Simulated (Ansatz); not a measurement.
# 1T-FeBrI bilayer (like faces together) in a perpendicular field, part 2 of 3

Aim: how the 1T-FeBrI bilayer (like faces together) screens a field along its normal, and what the field does to its bands. A positive field points along +c.

Ansatz 0.2.0; plane-wave DFT, PBE-D3(BJ), Ansatz PAW.

So far. Step 2 (Relaxing the slab): The lattice constant a goes from 3.576 to 3.830 Å.

**3. Single point, field 0**

A sawtooth potential applies the field, turning back in the middle of the vacuum. With the dipole correction the typed value is the field outside the slab. The induced dipole is small, so the SCF threshold is tight.

The cell differs from the one that the last finished run ended in (c 49.594 → 27.377 Å).

Input file input.yaml:

```yaml
crystal:
  lattice:
    - [3.8303111519, 0.0, 0.0]
    - [-1.915155576, 3.317146762, 0.0]
    - [0.0, 0.0, 27.3767021719]
  atoms:
    - { symbol: I, position: [0.6666666667, 0.3333333333, 0.3287466819], spin: 0.18 }
    - { symbol: Fe, position: [0.0, 0.0, 0.3904134357], spin: 3.42 }
    - { symbol: Br, position: [0.3333333333, 0.6666666667, 0.442618095], spin: 0.14 }
    - { symbol: I, position: [0.0, 0.0, 0.6712533181], spin: -0.18 }
    - { symbol: Fe, position: [0.3333333333, 0.6666666667, 0.6096185957], spin: -3.42 }
    - { symbol: Br, position: [0.6666666667, 0.3333333333, 0.5573609045], spin: -0.14 }
magnetization:
  spin_polarized: true
kpoints:
  mp_grid: { grid: [18, 18, 1] }
  band_path:
    path: [[0, 0, 0], [0.5, 0, 0], [0.33333333, 0.33333333, 0], [0, 0, 0]]
    npoints: 16
hamiltonian:
  xc: pbe
  dispersion: d3bj
scf:
  occupations: { method: fermi_dirac, width: 0.02585 }
  convergence: { dr2_threshold: 1.0e-10 }
efield:
  axis: 3
  dipole_correction: true
  ramp_position: 0.97
  ramp_width: 0.06
  amplitude: 0
output:
  dos: { projected: true, e_range: [-6, 5] }
  bader: true
  write_potential: true
  write_density: true
  volumetric_format: npy
  elf: true
```

Launch:

```console
> ansatz run input.yaml --threads 4 --pin off --max-ram 12288MiB --backend cpu --events-out ev --progress --plain --runs-dir out
```

Numbers of over 12 decimals in the logs are rounded to 6 here.

The log of the run:

```text
[...]
Crystal: 6 atoms, lattice volume = 347.840 Å³
Basis set: ecut = 420 eV, 6763 PW (Γ)
Bands: 53, of which v1, the nominal top of the filled ones, is band 40 counted from 1 (39 counted from 0)
Symmetry: 6 space group operations
k-points: 37 of 324 (time reversal used)
[...]
Starting moments: Σ|m| = 7.48 μB on 6 of 6 sites
[...]
SCF iter   1: F=—  HF=-29554.542591 eV  |F-HF|=—  |Δ(HF+E_count)|=         —  Δρ=1.52e-2 (↑1.52e-2 ↓1.52e-2)  dr2=7.93e-1  dr2_m=5.52e-1  M=0.000 μB ∫|m|=7.979 μB  β_m=0.30  ethr=9.47e-4  p=0.000 e·Å  D=5.28e-8 V/Å  ΔV_dip=-0.00 eV  dr2_dipole=1.19e-5  V_vac-E_F(+/−)=4.95/4.95 eV  ⟨swp⟩=3.6  Hψ=25318  notcnv=0  defer=3
[...]
efield: sawtooth ramp at fractional position 0.9700 (set: `efield.ramp_position`, or a place that a band, a saddle search or an elastic batch's reference lends), width 0.0600; the density the first Hamiltonian is built on has a dipole p = 0.000 e·Å; the dipole correction subtracts the counter field D = 5.28e-8 V/Å, which shifts the + side's vacuum level by -0.00 eV against the − side's; the planar-averaged density in the ramp window peaks in size at 1.7e-5 e/Å³
[...]
SCF iter   2: F=—  HF=-29555.343575 eV  |F-HF|=—  |Δ(HF+E_count)|=   8.01e-1  Δρ=1.02e-2 (↑1.02e-2 ↓1.02e-2)  dr2=1.16e-1  dr2_m=2.79e-1  M=0.001 μB ∫|m|=7.988 μB  β_m=0.48  ethr=9.47e-4  p=0.000 e·Å  D=6.23e-5 V/Å  ΔV_dip=-0.00 eV  dr2_dipole=2.58e-6  V_vac-E_F(+/−)=4.51/4.51 eV  ⟨swp⟩=4.2  Hψ=7996  notcnv=0  defer=154
density mixer auto → msr1: a metal under ldos (density of states about μ 1.19 of a free-electron gas's, 72 screened modes)
SCF iter   3: F=—  HF=-29556.179411 eV  |F-HF|=—  |Δ(HF+E_count)|=   8.36e-1  Δρ=3.97e-3 (↑3.95e-3 ↓3.97e-3)  dr2=6.76e-2  dr2_m=2.61e-2  M=0.002 μB ∫|m|=8.003 μB  β_m=0.63  ethr=1.45e-4  p=0.000 e·Å  D=1.15e-4 V/Å  ΔV_dip=-0.00 eV  dr2_dipole=4.44e-7  V_vac-E_F(+/−)=4.61/4.62 eV  ⟨swp⟩=3.5  Hψ=8170  notcnv=0  defer=460
[...]
SCF iter  16: F=-29556.276766 eV  HF=-29556.276766 eV  |F-HF|=8.37e-11  |Δ(HF+E_count)|=    0.00e0  Δρ=5.31e-8 (↑5.31e-8 ↓5.28e-8)  dr2=6.31e-11  dr2_m=5.11e-12  M=0.002 μB ∫|m|=8.020 μB  ethr=1.00e-12  p=0.000 e·Å  D=8.84e-5 V/Å  ΔV_dip=-0.00 eV  dr2_dipole=1.69e-11  V_vac-E_F(+/−)=4.79/4.79 eV  ⟨swp⟩=13.4  Hψ=17242  notcnv=0
[...]
SCF 1 converged in 16 iterations: F = -29556.276766 eV  dr2 = 6.31e-11
[...]
NSCF: frozen V_eff on 49 k-points
efield: sawtooth ramp at fractional position 0.9700 (kept from the solve that this one continues, or follows in the run), width 0.0600; the density the first Hamiltonian is built on has a dipole p = 0.000 e·Å; the dipole correction subtracts the counter field D = 8.84e-5 V/Å, which shifts the + side's vacuum level by -0.00 eV against the − side's; the planar-averaged density in the ramp window peaks in size at 1.5e-5 e/Å³
SCF converged after 16 iterations
Magnetization: 0.0016 μB (40.0008 up, 39.9992 down)
Absolute magnetization: 8.0195 μB (∫|ρ↑−ρ↓|, with the PAW one-centre terms)
[...]
Per-site moments (μB) at R_I (Å): [(0.179865, 1.147652), (3.423053, 1.086138), (0.142406, 1.086138), (-0.179570, 1.147432), (-3.422613, 1.086463), (-0.141402, 1.086463)]
Free energy (F): -29556.276766 eV
[...]
Internal energy: -29556.266568 eV  (E = F + TS)
E sigma→0 (E₀):  -29556.271667 eV
Entropy (-TS):   -0.010198 eV (-1.700 meV/atom)
Fermi energy:    1.009761 eV
Dipole field:    D = 0.000084 V/Å  (p = 0.000162 e·Å, saw-weighted, corrected)
Work function:   Φ+ = 4.7916 eV   Φ− = 4.7939 eV
Levels:          The Fermi level and band energies are counted from a zero that moves with the ramp; work functions are not
[...]
--- Band table (eV; the first three rows and the last of 74) ---
  k-point 0 ↑: bands = [... 36 lower, -0.1558, 0.6850, 0.6850, 0.7078, 0.7078, 1.2998, 2.5809, 2.5809, ... 9 higher]
  k-point 1 ↑: bands = [... 36 lower, -0.2252, 0.5308, 0.6596, 0.7363, 0.7598, 1.3393, 2.4887, 2.5612, ... 9 higher]
  k-point 2 ↑: bands = [... 36 lower, -0.3894, 0.1574, 0.5911, 0.7617, 0.8751, 1.4192, 2.3028, 2.5115, ... 9 higher]
  k-point 36 ↓: bands = [... 36 lower, -1.4933, -0.5249, -0.0485, 1.1412, 1.2153, 1.3657, 2.0675, 2.3896, ... 9 higher]
--- Bader charges: 6 sites ---
  site symbol  charge [e]  shift [e]    m [muB]
     0      I     -0.4181     0.0009     0.2944
     1     Fe      0.9648     0.0022     3.4905
     2     Br     -0.5467     0.0013     0.1996
     3      I     -0.4182     0.0009    -0.2940
     4     Fe      0.9648     0.0022    -3.4898
     5     Br     -0.5466     0.0013    -0.1990
  estimated error of the sums over rays = 4.0e-4 e
```

The job ended after 66 s (4 threads of Intel Xeon Platinum 8488C (Sapphire Rapids), shared host; peak memory 1.8 GiB).

This step gave:

```
energy at zero smearing   : -29556.2717 eV
site moments              : 0.1799, 3.423, 0.1424, -0.1796, -3.423, -0.1414 μB
work function, upper face : 4.792 eV
dipole along the normal   : 1.62e-4 e·Å
```

Running mean over a fixed 2.7 Å (it still follows the layers) of the planar mean; the ramp of the sawtooth is left out. Table of electron's electrostatic potential energy less the Fermi level by z:

z (Å), electron's electrostatic potential energy less the Fermi level (eV) and a bar from the least value:
```
        4       4.79 ##############################
        5       4.79 ##############################
        6       4.73 ##############################
        7       3.72 ###########################
        8       1.00 ####################
        9      -2.04 ############
       10      -4.41 #####
       11      -6.13 #
       12      -4.54 #####
       13      -0.86 ###############
       14       0.29 ##################
       15      -2.94 #########
       16      -6.35 
       17      -4.85 ####
       18      -3.38 ########
       19      -0.14 #################
       20       2.70 ########################
       21       4.61 ##############################
       22       4.78 ##############################
       23       4.79 ##############################
       24       4.79 ##############################
```

The density of states has structure finer than the step of the table below, so its rows give means over 0.2 eV, whole bins alone (the curve runs from -6 to 1.99 eV). Peaks (eV: height): total -4.92: 30.3, -4.32: 28.2, -3.02: 20.3, -2.77: 16.4, -1.01: 16.7, 0.20: 28.5, 0.53: 33.0; up -4.92: 19.0, -4.37: 10.1, -4.32: 17.1, -3.08: 10.4, -1.01: 8.55, 0.20: 14.1, 0.53: 18.2; down -4.92: 11.3, -4.32: 11.1, -3.27: 8.20, -3.02: 11.6, -1.01: 8.19, 0.20: 14.4, 0.53: 14.8.

Density of states against energy, zero at the Fermi level; means over each step; values in states/eV a cell:

| energy (eV) | total | up | down |
| --- | --- | --- | --- |
| -5.8 | 1.40 | 0.697 | 0.707 |
| -5.6 | 2.36 | 1.19 | 1.17 |
| -5.4 | 5.01 | 2.57 | 2.44 |
| -5.2 | 5.72 | 2.87 | 2.85 |
| -5.0 | 9.49 | 4.84 | 4.65 |
| -4.8 | 5.89 | 3.24 | 2.65 |
| -4.6 | 6.66 | 3.09 | 3.57 |
| -4.4 | 12.5 | 6.44 | 6.05 |
| -4.2 | 8.25 | 4.35 | 3.90 |
| -4.0 | 4.49 | 2.18 | 2.31 |
| -3.8 | 3.92 | 1.98 | 1.93 |
| -3.6 | 6.95 | 3.57 | 3.38 |
| -3.4 | 10.5 | 5.03 | 5.45 |
| -3.2 | 12.2 | 6.09 | 6.12 |
| -3.0 | 13.5 | 6.99 | 6.54 |
| -2.8 | 9.21 | 4.60 | 4.62 |
| -2.6 | 10.1 | 5.01 | 5.08 |
| -2.4 | 10.2 | 5.10 | 5.05 |
| -2.2 | 5.42 | 2.69 | 2.73 |
| -2.0 | 3.52 | 1.79 | 1.73 |
| -1.8 | 2.86 | 1.45 | 1.41 |
| -1.6 | 1.17 | 0.586 | 0.580 |
| -1.4 | 4.71 | 2.41 | 2.29 |
| -1.2 | 3.97 | 1.96 | 2.00 |
| -1.0 | 6.08 | 2.97 | 3.12 |
| -0.8 | 3.37 | 1.68 | 1.69 |
| -0.6 | 1.83 | 0.917 | 0.909 |
| -0.4 | 2.44 | 1.22 | 1.22 |
| -0.2 | 6.26 | 3.14 | 3.12 |
| 0.0 | 4.75 | 2.39 | 2.37 |
| 0.2 | 7.40 | 3.67 | 3.73 |
| 0.4 | 5.37 | 2.71 | 2.67 |
| 0.6 | 5.72 | 3.09 | 2.63 |
| 0.8 | 0 | 0 | 0 |
| 1.0 | 2.66 | 1.35 | 1.31 |
| 1.2 | 6.08 | 3.01 | 3.07 |
| 1.4 | 9.80 | 4.91 | 4.89 |
| 1.6 | 0.465 | 0.251 | 0.215 |
| 1.8 | 0 | 0 | 0 |

Projected DOS per atom over height of the atomic layer and energy from the Fermi level. Layers: I Fe Br Br Fe I from below.

Ten even steps from '_' (0.00 states/eV) to '@' (3.19 states/eV), each cell a mean:
```
____________
..**____**..
__++____++__
____________
__@@____@@__
__@@____@@__
__==____==__
::..____..::
--::....::--
::........::
..__....__..
--::::::::--
****----****
==@@----@@==
--##****##--
::--------::
::::::::::::
::##==++##--
--::====::--
::::++++::--
....::::....
____________
```
Columns: height of the atomic layer (Å) from 9 to 18.4 (not evenly spaced); rows upwards: energy from the Fermi level (eV) from -5.96 to 1.96.

Projected DOS per atom, spin up over height of the atomic layer and energy from the Fermi level. Layers: I Fe Br Br Fe I from below.

Values in states/eV, 22 rows by 6 columns, each cell a mean:
```
0.00 0.00 0.00 0.00 0.00 0.00
0.00 0.00 0.00 0.31 2.22 0.48
0.00 0.00 0.00 0.24 1.84 0.27
0.00 0.00 0.00 0.01 0.30 0.01
0.00 0.00 0.00 0.06 3.01 0.09
0.00 0.00 0.00 0.09 2.91 0.13
0.23 0.06 0.04 0.03 1.42 0.03
0.79 0.35 0.25 0.00 0.00 0.00
0.98 0.78 0.58 0.02 0.02 0.04
0.48 0.51 0.38 0.06 0.07 0.21
0.17 0.15 0.38 0.11 0.11 0.38
0.38 0.57 0.53 0.26 0.19 0.84
0.60 1.61 0.68 0.53 0.31 1.46
0.53 2.88 0.42 0.59 0.31 0.90
0.58 1.96 0.42 1.76 0.38 0.63
0.50 0.84 0.31 0.95 0.15 0.47
0.47 0.84 0.33 0.50 0.08 0.21
0.55 2.18 1.13 0.49 0.07 0.39
0.41 0.51 0.60 0.96 0.22 0.81
0.61 0.46 0.97 0.62 0.24 0.34
0.40 0.40 0.65 0.30 0.13 0.18
0.16 0.15 0.20 0.01 0.00 0.00
```
Columns: height of the atomic layer (Å) from 9 to 18.4 (not evenly spaced); rows upwards: energy from the Fermi level (eV) from -5.96 to 1.96.

Projected DOS per atom, spin down over height of the atomic layer and energy from the Fermi level. Layers: I Fe Br Br Fe I from below.

Ten even steps from '_' (0.00 states/eV) to '@' (3.01 states/eV), each cell a mean:
```
____________
..##..______
__**________
__..________
__@@________
__@@________
__==________
________..::
______..::--
______......
..____..____
::____......
==....::++::
::......@@..
::..++..**::
..__--__::..
____....::..
..__..--##..
::__--......
..__::--..::
______::....
____________
```
Columns: height of the atomic layer (Å) from 9 to 18.4 (not evenly spaced); rows upwards: energy from the Fermi level (eV) from -5.96 to 1.96.

Deep bands are left out, so band numbers here count from the lowest band kept and differ from the log's. The electronic bands at the labelled points (eV, zero at the Fermi level; # counts the bands kept):

| point | up #16 | up #18 | up #19 | up #20 | down #16 | down #18 | down #19 | down #20 |
| --- | --- | --- | --- | --- | --- | --- | --- | --- |
| Γ | -0.32 | -0.30 | -0.30 | 0.29 | -0.32 | -0.30 | -0.30 | 0.29 |
| halfway | -1.42 | -0.29 | 0.11 | 0.53 | -1.41 | -0.30 | 0.11 | 0.53 |
| M | -1.03 | -0.39 | 0.21 | 0.50 | -1.02 | -0.39 | 0.21 | 0.50 |
| halfway | -1.27 | -0.08 | 0.21 | 0.44 | -1.27 | -0.08 | 0.21 | 0.44 |
| K | -1.53 | 0.13 | 0.21 | 0.36 | -1.53 | 0.13 | 0.21 | 0.36 |
| halfway | -1.29 | -0.09 | 0.07 | 0.54 | -1.29 | -0.09 | 0.07 | 0.54 |
| Γ | -0.32 | -0.30 | -0.30 | 0.29 | -0.32 | -0.30 | -0.30 | 0.29 |

Spin density in the ca plane at fractional y = 0.000, with atoms of Fe and I within 0.2 Å of it.

Ten even steps from '0' (-0.1 e/Å³) to '9' (6.2 e/Å³), each cell a mean:
```
00265100000000000000000000000000000000000000
00010000000000000000000000000000000000000000
00000000000000000000000000000000000000000000
00000000000000000000000000000000000000000000
00000000000000000000000000000000000000000000
00000000000000000000000000000000000000000000
00000000000000000000000000000000000000000000
00000000000000000000000000000000000000000000
00122000000000000000000000000000000000000000
00398100000000000000000000000000000000000000
```
Columns run along c (16.0 Å, from fractional 0.35 to 0.93 of the cell), rows up along a (3.8 Å). Atoms in or near the plane, at fractional coordinates: Fe at (0.39, 0.00), I at (0.67, 0.00).

Valence density in the ca plane at fractional y = 0.000, with atoms of Fe and I within 0.2 Å of it. It is the smooth field of the valence electrons, not physical close to the nuclei.

Ten steps, logarithmic in the rise over the least value, from '0' (0 e/Å³) to '9' (26 e/Å³), each cell a mean:
```
12698510000000000000012688631000000000000000
11354210000000000000012355321000000000000000
11111111000000001100011222210000000000000000
11000111110000011111111111000000000000000000
11000111110000112211110000000000000000000000
11000111110000111111110000000000000000000000
11111111100000011110011111100000000000000000
11222110000000000000011233210000000000000000
12577410000000000000012477421000000000000000
13799610000000000000013688631000000000000000
```
Columns run along c (16.0 Å, from fractional 0.35 to 0.93 of the cell), rows up along a (3.8 Å). Atoms in or near the plane, at fractional coordinates: Fe at (0.39, 0.00), I at (0.67, 0.00).

ELF in the ca plane at fractional y = 0.000, with atoms of Fe and I within 0.2 Å of it. It is the smooth field of the valence electrons, not physical close to the nuclei.

Ten even steps from '0' (0.00) to '9' (0.83), each cell a mean:
```
00000000000000000001112687411000000000001477
00000000000000000123321343212210000111111367
00000000000000013567763111245541001455421147
00000000000000136888886212478873003788741113
00000000000000247888886312689984004899841111
00000000000000247888886312589984004899841112
00000000000000124788874211367762002677631125
00000000000000001345542122123321001233211258
00000000000000000011211466311100000000001377
00000000000000000000112798410000000000001476
```
Columns run along c (16.0 Å, from fractional 0.07 to 0.65 of the cell), rows up along a (3.8 Å). Atoms in or near the plane, at fractional coordinates: Fe at (0.39, 0.00).

The work function of the upper face is 4.79 eV.

**4. Single point, field 0.03 V/Å**

input.yaml, as its differences from that of step 3:

```diff
@@ -30,6 +30,4 @@
   ramp_width: 0.06
-  amplitude: 0
+  amplitude: 0.03
 output:
-  dos: { projected: true, e_range: [-6, 5] }
-  bader: true
   write_potential: true
@@ -37,2 +35 @@
   volumetric_format: npy
-  elf: true
```

The log of the run:

```text
[...]
Crystal: 6 atoms, lattice volume = 347.840 Å³
Basis set: ecut = 420 eV, 6763 PW (Γ)
Bands: 53, of which v1, the nominal top of the filled ones, is band 40 counted from 1 (39 counted from 0)
Symmetry: 6 space group operations
k-points: 37 of 324 (time reversal used)
[...]
Starting moments: Σ|m| = 7.48 μB on 6 of 6 sites
[...]
k-point 1 ↑: bands = [... 36 lower, -0.2215, 0.5276, 0.6564, 0.7371, 0.7605, 1.3398, 2.4894, 2.5620, ... 9 higher]
  k-point 2 ↑: bands = [... 36 lower, -0.3858, 0.1545, 0.5878, 0.7624, 0.8760, 1.4198, 2.3034, 2.5122, ... 9 higher]
  k-point 36 ↓: bands = [... 36 lower, -1.4946, -0.5231, -0.0458, 1.1405, 1.2142, 1.3654, 2.0674, 2.3892, ... 9 higher]
[key lines of the parts left out:]
SCF converged after 14 iterations
Magnetization: -0.0023 μB (39.9988 up, 40.0012 down)
Free energy (F): -29556.277136 eV
Fermi energy:    1.009733 eV
Dipole field:    D = 0.012750 V/Å  (p = 0.024508 e·Å, saw-weighted, corrected)
```

Elapsed: 54 s, on 4 threads; peak memory 1.8 GiB; 3.5 min of CPU time.

The dipole is 0.0245 e·Å.

**5. Single point, field -0.03 V/Å**

input.yaml, as its differences from that of step 4:

```diff
@@ -30,3 +30,3 @@
   ramp_width: 0.06
-  amplitude: 0.03
+  amplitude: -0.03
 output:
```

The log of the run:

```text
[...]
Crystal: 6 atoms, lattice volume = 347.840 Å³
Basis set: ecut = 420 eV, 6763 PW (Γ)
Bands: 53, of which v1, the nominal top of the filled ones, is band 40 counted from 1 (39 counted from 0)
Symmetry: 6 space group operations
k-points: 37 of 324 (time reversal used)
[...]
Starting moments: Σ|m| = 7.48 μB on 6 of 6 sites
[...]
k-point 1 ↑: bands = [... 36 lower, -0.2291, 0.5340, 0.6628, 0.7355, 0.7590, 1.3388, 2.4878, 2.5603, ... 9 higher]
  k-point 2 ↑: bands = [... 36 lower, -0.3932, 0.1604, 0.5942, 0.7609, 0.8742, 1.4186, 2.3021, 2.5107, ... 9 higher]
  k-point 36 ↓: bands = [... 36 lower, -1.4920, -0.5266, -0.0512, 1.1418, 1.2162, 1.3658, 2.0676, 2.3899, ... 9 higher]
[key lines of the parts left out:]
SCF converged after 16 iterations
Magnetization: 0.0056 μB (40.0028 up, 39.9972 down)
Free energy (F): -29556.277126 eV
Fermi energy:    1.009722 eV
Dipole field:    D = -0.012572 V/Å  (p = -0.024167 e·Å, saw-weighted, corrected)
```

It took 56 s on 4 threads; peak memory 1.8 GiB; 3.6 min of CPU time.

The dipole is -0.0242 e·Å.

**6. Atoms held, field 0.15 V/Å**

input.yaml, as its differences from that of step 5:

```diff
@@ -28,5 +28,5 @@
   dipole_correction: true
-  ramp_position: 0.97
-  ramp_width: 0.06
-  amplitude: -0.03
+  ramp_position: 0.9668
+  ramp_width: 0.0665
+  amplitude: 0.15
 output:
```

The log of the run:

```text
[...]
Crystal: 6 atoms, lattice volume = 347.840 Å³
Basis set: ecut = 420 eV, 6763 PW (Γ)
Bands: 53, of which v1, the nominal top of the filled ones, is band 40 counted from 1 (39 counted from 0)
Symmetry: 6 space group operations
k-points: 37 of 324 (time reversal used)
[...]
Starting moments: Σ|m| = 7.48 μB on 6 of 6 sites
[...]
k-point 1 ↑: bands = [... 36 lower, -0.2073, 0.5140, 0.6426, 0.7393, 0.7628, 1.3408, 2.4918, 2.5645, ... 9 higher]
  k-point 2 ↑: bands = [... 36 lower, -0.3719, 0.1419, 0.5742, 0.7648, 0.8789, 1.4213, 2.3052, 2.5144, ... 9 higher]
  k-point 36 ↓: bands = [... 36 lower, -1.5007, -0.5170, -0.0358, 1.1369, 1.2094, 1.3638, 2.0662, 2.3870, ... 9 higher]
[key lines of the parts left out:]
SCF converged after 16 iterations
Magnetization: -0.0182 μB (39.9909 up, 40.0091 down)
Free energy (F): -29556.285916 eV
Fermi energy:    1.008854 eV
Dipole field:    D = 0.063375 V/Å  (p = 0.121824 e·Å, saw-weighted, corrected)
```

Elapsed: 57 s, on 4 threads; peak memory 1.8 GiB; 3.7 min of CPU time.

The dipole is 0.122 e·Å.

**7. Single point, field 0.25 V/Å**

input.yaml, as its differences from that of step 6:

```diff
@@ -30,3 +30,3 @@
   ramp_width: 0.0665
-  amplitude: 0.15
+  amplitude: 0.25
 output:
```

The log of the run:

```text
[...]
Crystal: 6 atoms, lattice volume = 347.840 Å³
Basis set: ecut = 420 eV, 6763 PW (Γ)
Bands: 53, of which v1, the nominal top of the filled ones, is band 40 counted from 1 (39 counted from 0)
Symmetry: 6 space group operations
k-points: 37 of 324 (time reversal used)
[...]
Starting moments: Σ|m| = 7.48 μB on 6 of 6 sites
[...]
k-point 1 ↑: bands = [... 36 lower, -0.1962, 0.5019, 0.6304, 0.7404, 0.7640, 1.3410, 2.4930, 2.5658, ... 9 higher]
  k-point 2 ↑: bands = [... 36 lower, -0.3612, 0.1307, 0.5621, 0.7660, 0.8806, 1.4218, 2.3059, 2.5156, ... 9 higher]
  k-point 36 ↓: bands = [... 36 lower, -1.5064, -0.5126, -0.0281, 1.1332, 1.2046, 1.3617, 2.0645, 2.3844, ... 9 higher]
[key lines of the parts left out:]
SCF converged after 16 iterations
Magnetization: -0.0315 μB (39.9843 up, 40.0157 down)
Free energy (F): -29556.302155 eV
Fermi energy:    1.007342 eV
Dipole field:    D = 0.105581 V/Å  (p = 0.202958 e·Å, saw-weighted, corrected)
```

Run time: 56 s. Hardware: 4 threads; peak memory 1.8 GiB.

The dipole is 0.203 e·Å.

[end of part 2 of 3]

[Logs are printed without paths, hosts, clocks, repeated set-up lines and the standing remarks that a program may print on its own settings, such as how far it seeks lower states.]

[Hosts, paths, dates, database ids (printed as entryN), source tags and the programs' standing remarks are cut or masked in the printed files.]

[Maps of the electrostatic potential energy from Ansatz leave out the sawtooth potential of an applied field or a dipole correction, so their vacuum need not be flat; planar profiles and work functions include it.]
